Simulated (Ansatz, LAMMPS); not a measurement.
# Glassy 68SiO2-14MgO-11ZnO-7BaO (mol %) (75 atoms): support functions against a reference, part 3 of 3

Aim: test how closely localised support functions follow the reference on glassy 68SiO2-14MgO-11ZnO-7BaO (mol %) (75 atoms), and at what cost. A setting counts as converged where the r.m.s. difference of forces stays under 1 % of the r.m.s. force.

Ansatz 0.2.0; Kohn-Sham DFT, PBE, PAW (set soft_2), plane waves.

The cell: 19 Si, 4 Mg, 3 Zn, 2 Ba and 47 O. The quench rate of 25 K/ps far exceeds what a furnace or splat quench reaches. The starting topology of bonds comes from the classical model. Sampling is at Γ alone, for a cell whose shortest periodic width is 11 Å. The levels lack spin–orbit coupling.

So far. Step 7 (Support functions medium, radius 3.68 Å): Forces differ from the reference by 0.80 meV/Å r.m.s., 0.086 % of their size, well within a tolerance of 1 %; the energy by -4.7 meV/atom. It took roughly 7.6 times the reference's time (one timing each, with unlike analyses asked), in 17 cycles against 10. Step 8 (Another try, on a changed input): The fault in the input: an unknown element (crystal.atoms[0].symbol = "si"). The fix is to type the element's symbol rightly.

**10. The reference in detail (continued)**

Valence density in the ac plane at fractional y = 0.646, with atoms of Si and Mg and Zn and O within 0.2 Å of it. It is the smooth field of the valence electrons, not physical close to the nuclei.

Ten steps, logarithmic in the rise over the least value, from '_' (0 e/Å³) to '@' (22 e/Å³), each cell a mean:
```
::::::....::==****++--::::------::________________________..
....::....::----==--::..::--====::..________________________
__....::............____..::==--::..________________________
__....::::....____________..::::....________________________
______......______________..::--==--..______________________
__________________....::::::--##@@**::....__________________
________________..::--==--::==%%@@**--....__________________
________________..::==++==--::====--....____________________
______........__..::------..........________________________
____..::--::::..____......__________________________________
____..::----::..________________________........________..__
::....::::::..________________________..::::::::......------
==::..........________________________..::----::..::--**##**
==::..__....____________________________..::::....::==**##**
--::........____________________________....::....::--==++==
..........______________________________..::--==--::........
________________________________________::==****++::..______
__________________________....__________::++####++::..______
______________________..::----::..______..--++++==::..::..__
______________________::==****==::________..::::..::**%%**..
____________________..::++####==::________________--%%@@%%::
______________........::==++++--..________________..==**==..
....______..::------::..::::::..__________________________..
..........::--++**++--::....::....________________________..
```
Columns run along a (10.7 Å), rows up along c (10.7 Å). Atoms in or near the plane, at fractional coordinates: Si at (0.79, 0.41), Si at (0.10, 0.44), Mg at (0.91, 0.14), Zn at (0.53, 0.74), O at (0.94, 0.44), O at (0.76, 0.27), O at (0.45, 0.15).

Electrostatic potential energy in the ac plane at fractional y = 0.646, with atoms of Si and Mg and Zn and O within 0.2 Å of it. With pseudopotentials it is smooth inside the atoms' cores, unlike the true potential.

Ten even steps from '0' (-45 eV) to '9' (10 eV), each cell a mean:
```
987446622474125899999999999999
984002677887765699999999999999
985102689999987799999999999999
987656899999999889999999999999
999888999999997546899999999999
999999999999984213689999999999
999999999976784112589999999999
999999999954687445799999999999
999999999987899888999999999999
999989999999999999999999999999
988878999999999999999999999999
864468999999999999999888889878
620016899999999999999753356312
520006899999999999998620025101
752247899999999999998720026656
987789999999999999999863468999
999999999999999999999611589999
999999999999999999999400499889
899999999999977999999854787678
899999999999522699999999861016
899999999998401599999999850005
899999999998645899999999863247
999999987875236899999999887788
998888732462003799999999999999
```
Columns run along a (10.7 Å; values clipped at the 3rd and 97th percentile), rows up along c (10.7 Å). Atoms in or near the plane, at fractional coordinates: Si at (0.79, 0.41), Si at (0.10, 0.44), Mg at (0.91, 0.14), Zn at (0.53, 0.74), O at (0.94, 0.44), O at (0.76, 0.27), O at (0.45, 0.15).

Mean Löwdin charges: Ba +1.85, Mg +1.64, O -0.90, Si +1.73, Zn +1.49 e (they miss 1.2 % of the electrons, so they add up to more than the cell's charge).

**11. Distances and neighbours**

These statistics describe the geometry on which the runs were made.

Density 2.53 g/cm³, 16.22 Å³ an atom.

Pair distribution functions g(r), in bins of 0.2 Å:

```csv
r (Å),total,O-O,O-Si,O-Mg,O-Zn,O-Ba,Si-Si
1.50,1.53,0.00,4.83,0.00,0.00,0.00,0.00
1.70,3.45,0.00,10.88,0.00,0.00,0.00,0.00
1.90,0.40,0.00,0.00,2.71,4.45,0.00,0.00
2.10,0.57,0.00,0.00,4.20,5.75,0.00,0.00
2.30,0.03,0.00,0.00,0.52,0.00,0.00,0.00
2.50,1.03,2.54,0.00,0.40,0.00,0.00,0.00
2.70,1.81,4.48,0.00,0.72,0.00,0.00,0.00
2.90,0.51,0.63,0.00,0.29,0.00,3.09,1.21
3.10,0.80,0.27,0.33,0.26,0.70,2.09,5.21
3.30,0.83,0.77,0.24,0.23,0.95,2.36,1.53
3.50,0.83,0.76,1.01,0.61,0.85,1.23,0.00
3.70,0.92,0.57,1.19,1.31,1.50,0.78,0.00
3.90,1.22,0.81,2.06,1.35,0.45,0.34,0.35
4.10,1.12,0.84,1.71,1.06,1.22,0.61,0.95
4.30,1.21,0.80,1.92,1.25,1.52,0.56,0.43
4.50,0.85,0.89,0.51,2.04,1.52,1.01,0.81
4.70,0.97,1.01,0.83,1.04,1.57,1.16,0.86
4.90,1.00,1.24,0.70,0.65,0.58,1.91,1.35
5.10,1.08,1.52,0.71,0.79,0.39,1.79,0.83
```

A closer look about O41, whose charge lies farthest from its element's mean: 9 atoms, nearest first, numbered in the order of the input, with positions taken from that point.

```csv
atom,x,y,z,distance (Å),Löwdin charge (e),Fx,Fy,Fz (eV/Å)
O41,0.00,0.00,0.00,0.00,-1.07,1.42,-1.68,-1.11
Si5,-0.74,1.02,0.99,1.60,1.70,-1.48,1.01,-0.53
Mg21,0.49,-1.89,-0.03,1.95,1.66,-0.98,0.57,0.59
Zn24,0.50,0.43,-1.90,2.01,1.50,-0.16,1.45,-0.58
O67,-0.35,0.77,2.49,2.63,-1.05,0.77,-0.30,2.04
O34,-0.30,2.56,0.57,2.64,-0.82,0.72,-0.36,0.04
O64,-2.36,0.93,0.78,2.66,-0.82,-0.31,-0.13,0.54
O31,-0.50,-2.48,1.55,2.96,-1.04,2.41,0.59,-0.53
O48,-1.22,1.13,-2.48,2.98,-1.00,1.47,-1.30,-0.12
```

**12. Outcome**

| Quantity | Value |
| --- | --- |
| free energy per atom | -911.6719 eV/atom |
| pressure | 0.9138 GPa |
| r.m.s. force component | 0.9278 eV/Å |
| gap (highest filled to lowest empty level) | 2.184 eV |
| wall time of the 4 DFT runs | 5.7 min |

**Reading.** Against plane waves at 420 eV, the forces differ by 0.78 meV/Å (0.085 %) with support functions medium. At 75 atoms the fastest of the runs at a preset level, support functions low, takes roughly 7.0 times the time of plane waves (whose run also made extra analyses), in 15 SCF cycles against 10. Differences between support functions and plane waves include what basis error the plane-wave run still has. The force difference hardly changes among these support-function runs, which points to the basis of the plane-wave reference as its main source.

The highest filled and lowest empty levels differ by 2.18 eV (at Γ alone); a semilocal functional tends to put such gaps too low. In a disordered cell it changes from sample to sample, and tail or defect levels can set it.

Caveats: The geometry was minimised with a classical potential and isn't relaxed at this level: its force components are 0.93 eV/Å r.m.s. The stress is far from hydrostatic: its diagonal is 0.2, -0.3, 2.9 GPa, compression counted positive.

[Long decimals in the printed logs are rounded to 6 places.]

[Logs are printed without paths, hosts, clocks, repeated set-up lines and the standing remarks that a program may print on its own settings, such as how far it seeks lower states.]

[Hosts, paths, dates, database ids (printed as entryN), source tags and the programs' standing remarks are cut or masked in the printed files.]
